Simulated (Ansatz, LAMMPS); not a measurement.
# Glassy NaFeSi2O6 (150 atoms) under strain: runs compared

How stiff is glassy NaFeSi2O6 (150 atoms), and how do its levels respond to strain?

Computed with Ansatz 0.2.0: Kohn-Sham DFT, PBE, PAW (set soft_2), plane waves.

### 1. The cell as built

The cell holds 150 atoms: 15 Fe, 15 Na, 90 O and 30 Si. Cell: a = 12.772 Å, b = 12.772 Å, c = 12.772 Å, α = 90.0°, β = 90.0°, γ = 90.0°. 150 atoms (15 Fe, 15 Na, 90 O, 30 Si) placed at random at 2.76 g/cm³, melted at 4500 K for 20 ps at fixed volume with the Morse and Coulomb pair potential with partial charges (Pedone, Malavasi, Menziani, Cormack and Segre, J. Phys. Chem. B 110, 11780 (2006)). Quenched from 4500 K to 300 K at 20 K/ps and fixed volume, held 5 ps. The starting density is a measured one.

What the set-up can't give: The quench rate of 20 K/ps far exceeds what a furnace or splat quench reaches, so expect more defects and frozen-in strain than in a real sample. The network of bonds at the start is that of the classical potential that made the cell, and needn't be the one that DFT or experiment would give. Without a Hubbard term or exact exchange, open shells on Fe are likely too delocalised. Only the Γ point is sampled.

### 2. The reference run

The reference is a single point at the end of the relaxation.

Every strained cell starts from the geometry of this run, and its atoms are relaxed with the cell held.

Its input, with most atom lines left out:

```yaml
crystal:
  lattice:
    - [12.84411, 0.06462, 0.06911]
    - [0.06462, 12.1049, -0.0611]
    - [0.06911, -0.0611, 12.87013]
  atoms:
    - { symbol: Fe, position: [0.90711, 0.66257, 0.44014], spin: 5.0 }
    - { symbol: Fe, position: [0.2711, 0.80382, 0.52951], spin: -5.0 }
    - { symbol: Fe, position: [0.43891, 0.3525, 0.26007], spin: 5.0 }
    - { symbol: Fe, position: [0.2036, 0.38359, 0.74076], spin: -5.0 }
    - { symbol: Fe, position: [0.97879, 0.57533, 0.82774], spin: 5.0 }
    - { symbol: Fe, position: [0.04472, 0.66731, 0.25367], spin: -5.0 }
    - { symbol: Fe, position: [0.17695, 0.58215, 0.41428], spin: -5.0 }
    [... atom lines 8 to 150 left out ...]
magnetization:
  spin_polarized: true
kpoints:
  mp_grid: { grid: [1, 1, 1] }
hamiltonian:
  xc: pbe
scf:
  occupations: { method: fermi_dirac, width: 0.05 }
  lower_state_search: "off"
output:
  forces: true
  stress: true
  populations: true
  dos:
    method: { smearing: { sigma: 0.08 } }
    de: 0.1
    projected: { site_lists: { Fe: [Fe], Na: [Na], O: [O], Si: [Si] } }
  eigenvalues: true
  write_density: true
  write_potential: true
  volumetric_format: npy
```

```
free energy per atom   : -1065.0045 eV/atom
r.m.s. force component : 0.00395 eV/Å
pressure               : -0.001604 GPa
total moment           : -5.013 μB
```

Filled and empty levels are parted by 0.441 eV (at Γ alone); a semilocal functional tends to put such gaps too low. In a disordered cell it changes from sample to sample, and tail or defect levels can set it.

### 3. The runs

Each row is one run, on 16 threads of Arm Neoverse V1, shared host. The free energy is the program's total, comparable only between runs with the same functional, potentials and atoms.

| run | atoms | outcome | ionic steps, all passes | free energy (eV) | time | host memory (GiB) |
| --- | --- | --- | --- | --- | --- | --- |
| Single point at the start | 150 | converged | - | -159736.289 | 1.7 min | 6.6 |
| Cell and atoms relaxed | 150 | converged | 34 | -159750.670 | 25 min | 6.9 |
| Single point at the relaxed geometry | 150 | converged | - | -159750.670 | 1.8 min | 6.5 |
| Volume -3 % | 150 | converged | 9 | -159750.367 | 7.2 min | 6.4 |
| Volume +3 % | 150 | converged | 8 | -159750.412 | 7.3 min | 6.7 |
| Volume -6 % | 150 | converged | 20 | -159749.702 | 16 min | 6.4 |
| Volume +6 % | 150 | converged | 12 | -159749.707 | 11 min | 6.9 |
| Volume -10 % | 150 | converged | 20 | -159747.396 | 15 min | 6.2 |
| Stretched by 1 % along x | 150 | converged | 5 | -159750.617 | 4.4 min | 6.6 |

In some runs the program notes that the exchange-correlation potential is rough where the density is thin and the SCF threshold is loose for the stress.

### 4. Pressure against volume

Atoms are relaxed at each volume, in the scaled cell.

| volume change (%) | volume (Å³/atom) | energy change (meV/atom) | pressure (GPa) | largest move on relaxing (Å) | bonds | gap (eV) |
| --- | --- | --- | --- | --- | --- | --- |
| -10 | 12.005 | 21.83 | 6.00 | 1.39 | 271 | 0.394 |
| -6 | 12.539 | 6.45 | 3.35 | 1.48 | 267 | 0.430 |
| -3 | 12.939 | 2.02 | 1.61 | 0.19 | 264 | 0.448 |
| +0 | 13.339 | 0.00 | 0.00 | - | 260 | 0.441 |
| +3 | 13.739 | 1.72 | -1.36 | 0.24 | 259 | 0.466 |
| +6 | 14.139 | 6.42 | -2.24 | 0.55 | 252 | 0.384 |

### 5. Uniaxial strain and shear

Stress (GPa, compression positive) less that of the relaxed cell, atoms relaxed:

| strain | xx | yy | zz | xy | energy change (meV/atom) |
| --- | --- | --- | --- | --- | --- |
| stretched by 1 % along x | -0.859 | -0.306 | -0.282 | -0.003 | 0.35 |

### 6. Outcome

The bulk modulus, from the slope of pressure against ln V over the three points nearest the relaxed volume, is 49.6 GPa; a quadratic over all points gives a pressure derivative of about 4.3. The count of bonds runs from 252 to 271 over the series, so at some points contacts cross the cutoffs. At -10 %, -6 % and +6 % some atom moved by over 0.5 Å on relaxing, so those points may sit in another local minimum. The gap goes from 0.394 eV at the smallest volume to 0.384 eV at the largest, not monotonically (lowest 0.384, highest 0.466 eV), on the run's k-points.

**Limits.** Strains are finite and relaxations stop at the force tolerance of the input, which can leave moduli too stiff; they are those of a static cell at zero temperature. Volumes are changed with the cell's shape held, so in an anisotropic solid the modulus lies over the one under free hydrostatic load. The program notes that the SCF threshold of the relaxations is loose for the stress. In the spin-polarised runs the search for a state of lower energy was switched off. The run was spin polarised, started with 7 moments up and 8 down in a pattern of our own, ending at -5.0 μB in the cell; that starting order needn't be the real material's, and it bears on forces, charges and levels. With open d shells in the cell, the gap can be one between d levels of these ions, not the gap of the host.

The DFT runs together took 90 min of wall time.

[Logs are printed without paths, hosts, clocks, repeated set-up lines and the standing remarks that a program may print on its own settings, such as how far it seeks lower states.]

[Hosts, paths, dates, database ids (printed as entryN), source tags and the programs' standing remarks are cut or masked in the printed files.]
